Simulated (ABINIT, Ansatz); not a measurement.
**LiH (Fm-3m): one start, several treatments of the self-energy**

How much does the gap of LiH (Fm-3m) depend on the approximation to the self-energy?

Calculated with ABINIT 10.8.3; PBE and many-body steps on it, plane waves.

Most raw output is cut from this account.

The database entry behind the starting cell differs from later determinations by our own check (the deuteride, about 0.2 % short), so it need not match the best structure at ambient conditions.

## 1. Set-up

The structure is cubic, space group Fm-3m (No. 225). The conventional cell has a = 4.074 Å, b = 4.074 Å, c = 4.074 Å, α = 90.00°, β = 90.00°, γ = 90.00°. Nearest to Li lie 6 H at 2.04 Å. Nearest to H lie 6 Li at 2.04 Å. Farther neighbours are not listed.

The cell and positions come from the Crystallography Open Database and are kept as given unless a step says otherwise.

## 2. Empty states on the mesh, 8×8×8 mesh, 316 bands

This step: ABINIT 10.8.3; DFT, PBE, plane waves, norm-conserving pseudopotentials.

The sums over transitions need many empty states on a uniform mesh; this step solves for them.

Input file run.abi:

```
acell 3*1.0 Angstrom
rprim 
  -0.000000000000 2.036750000000 2.036750000000
  2.036750000000 -0.000000000000 2.036750000000
  2.036750000000 2.036750000000 -0.000000000000
ntypat 2
znucl 3 1
natom 2
typat 1 2
xred 
  0.000000000000 0.000000000000 0.000000000000
  0.500000000000 0.500000000000 0.500000000000
pp_dirpath "pseudos"
pseudos "Li.upf, H.upf"
ecut 33
ngkpt 8 8 8
nshiftk 1
shiftk 0 0 0
kptopt 1
chksymbreak 0
irdden 1
istwfk *1
nband 316
prtvol 0
optdriver 6
gwr_task "HDIAGO"
paral_kgb 0
occopt 1
indata_prefix "in"
outdata_prefix "out"
tmpdata_prefix "tmp"
```

On the command line:

```
OMP_NUM_THREADS=1 mpirun -n 8 abinit run.abi > log
```

Wall time 5.2 s (8 MPI ranks of Intel Xeon Platinum 8488C (Sapphire Rapids), shared host); peak memory 1 GiB.

This step gave:

```yaml
gap: 3.022 eV
k_of_the_valence_top: 0.5, 0.5, 0
k_of_the_conduction_bottom: 0.5, 0.5, 0
least_direct_gap: 3.022 eV
k_points_computed: 29
lowest_point_of_the_top_converged_band_above_the_valence_top: 385.4766 eV
```

On this mesh the gap is 3.022 eV.

The density comes from a self-consistent run that is not shown.

## 3. Screening, 8×8×8 mesh, 127 bands, screening to 283 eV

The RPA dielectric matrix is built and inverted for each q.

This step: RPA screening on PBE, plane waves, norm-conserving pseudopotentials.

Changes to run.abi since step 2:

```diff
@@ -20,10 +20,11 @@
 chksymbreak 0
-irdden 1
 istwfk *1
-nband 316
-prtvol 0
-optdriver 6
-gwr_task "HDIAGO"
-paral_kgb 0
 occopt 1
+irdwfk 1
+optdriver 3
+nband 127
+ecuteps 10.4
+inclvkb 2
+awtr 1
+symchi 1
 indata_prefix "in"
```

It took 60 s on 8 MPI ranks; peak memory 2 GiB.

Numbers from this step:

```yaml
eps_infinity_with_local_fields_on_this_mesh_along_the_program_s_q_direction: 4.009
the_same_without_local_fields: 4.405
plasma_frequency: 18.07 eV
plane_waves_in_the_screening_matrix: 169
```

Local fields lower ε∞ by 9 %.

## 4. G0W0, Godby-Needs plasmon pole

The self-energy is evaluated for the states that the input lists, and the levels follow from it, in one-shot runs by the linearised quasiparticle equation.

This step: G0W0 on PBE, plane waves, norm-conserving pseudopotentials.

Changes to run.abi since step 3:

```diff
@@ -23,8 +23,17 @@
 irdwfk 1
-optdriver 3
+optdriver 4
 nband 127
+gwcalctyp 0
+ecutsigx 33
+symsigma 1
+nkptgw 2
+kptgw 
+  0.5000000000 0.5000000000 0.0000000000
+  0.0000000000 0.0000000000 0.0000000000
+bdgw 
+  1 5
+  1 6
 ecuteps 10.4
-inclvkb 2
-awtr 1
-symchi 1
+irdscr 1
+ppmodel 1
 indata_prefix "in"
```

The job ended after 12 s (8 MPI ranks; peak memory 2 GiB; 92 s of CPU time).

This step gave:

| Quantity | Value |
| --- | --- |
| G0W0 gap on the points computed | 4.970 eV |
| starting gap on the mesh | 3.022 eV |
| k of the valence top | 0.5, 0.5, 0 |
| k of the conduction bottom | 0.5, 0.5, 0 |
| Z at the valence top | 0.772 |
| Z at the conduction bottom | 0.812 |
| least direct G0W0 gap on the computed points | 4.970 eV |

The gap on the mesh goes from 3.02 eV to 4.97 eV, a correction of +1.95 eV.

## 5. G0W0, Hybertsen-Louie plasmon pole

Changes to run.abi since step 4:

```diff
@@ -37,3 +37,3 @@
 irdscr 1
-ppmodel 1
+ppmodel 2
 indata_prefix "in"
```

The job ended after 12 s (8 MPI ranks; peak memory 1.9 GiB; 92 s of CPU time).

Numbers from this step:

* G0W0 gap on the points computed: 4.935 eV
* starting gap on the mesh: 3.022 eV
* k of the valence top: 0.5, 0.5, 0
* k of the conduction bottom: 0.5, 0.5, 0
* Z at the valence top: 0.838
* Z at the conduction bottom: 0.852
* least direct G0W0 gap on the computed points: 4.935 eV

Against G0W0 in ABINIT (8×8×8 mesh, 127 bands, screening to 283 eV, Godby-Needs plasmon pole), the gap moves by −0.035 eV.

## 6. G0W0, von der Linden-Horsch plasmon pole

Changes to run.abi since step 5:

```diff
@@ -37,3 +37,3 @@
 irdscr 1
-ppmodel 2
+ppmodel 3
 indata_prefix "in"
```

The job ended after 7.1 s (8 MPI ranks; peak memory 1.9 GiB; 55 s of CPU time).

This step gave:

| Property | Result |
| --- | --- |
| G0W0 gap on the points computed | 5.013 eV |
| starting gap on the mesh | 3.022 eV |
| k of the valence top | 0.5, 0.5, 0 |
| k of the conduction bottom | 0.5, 0.5, 0 |
| least direct G0W0 gap on the computed points | 5.013 eV |

Against G0W0 in ABINIT (8×8×8 mesh, 127 bands, screening to 283 eV, Godby-Needs plasmon pole), the gap moves by +0.043 eV.

## 7. Side by side

Times are wall times on 8 MPI ranks of Intel Xeon Platinum 8488C (Sapphire Rapids), shared host, good to a factor of about two. A run's time includes the screening step that it read.

```tsv
run	mesh	bands	screening cutoff (eV)	DFT gap (eV)	gap on the mesh (eV)	direct (eV)	ε∞ used	time
G0W0, Godby-Needs plasmon pole	8×8×8	127	283	3.022	4.970	4.970	4.01	71 s
G0W0, Hybertsen-Louie plasmon pole	8×8×8	127	283	3.022	4.935	4.935	4.01	71 s
G0W0, von der Linden-Horsch plasmon pole	8×8×8	127	283	3.022	5.013	5.013	4.01	67 s
```

## 8. Outcome

| Item | Value |
| --- | --- |
| G0W0, Godby-Needs plasmon pole | 4.970 eV |
| G0W0, Hybertsen-Louie plasmon pole | 4.935 eV |
| G0W0, von der Linden-Horsch plasmon pole | 5.013 eV |
| known limits | not at the basis limit |

**Reading.** G0W0, Hybertsen-Louie plasmon pole: −0.035 eV against G0W0, Godby-Needs plasmon pole. G0W0, von der Linden-Horsch plasmon pole: +0.043 eV against G0W0, Godby-Needs plasmon pole. Bands and cutoff are finite, so the gap is not at the basis limit. The miss can reach some tenths of an eV and take either sign; the mesh is an error of its own. In the G0W0 runs levels were corrected at 2 k points alone, so a gap called «on the mesh» is the least over those, and an edge elsewhere would be missed.

[Paths, hosts, dates, memory and timing lines, banners, echoed tables and standing remarks are left out of the program output.]

[Logs are printed without paths, hosts, clocks, repeated set-up lines and the standing remarks that a program may print on its own settings, such as how far it seeks lower states.]

[Runs of the session that timed out or met a known fault of the program may be left out.]

[Hosts, paths, dates, database ids (printed as entryN), source tags and the programs' standing remarks are cut or masked in the printed files.]

[G0W0 gaps are taken among the corrected bands and points alone; a level outside them can change the order at an edge.]

[Where Ansatz stands beside ABINIT at settings called matched, ABINIT's density can come from a denser mesh and the files from another edition; pairs whose starting gaps differed by over 0.03 eV were left out, so agreement reads better than it is.]
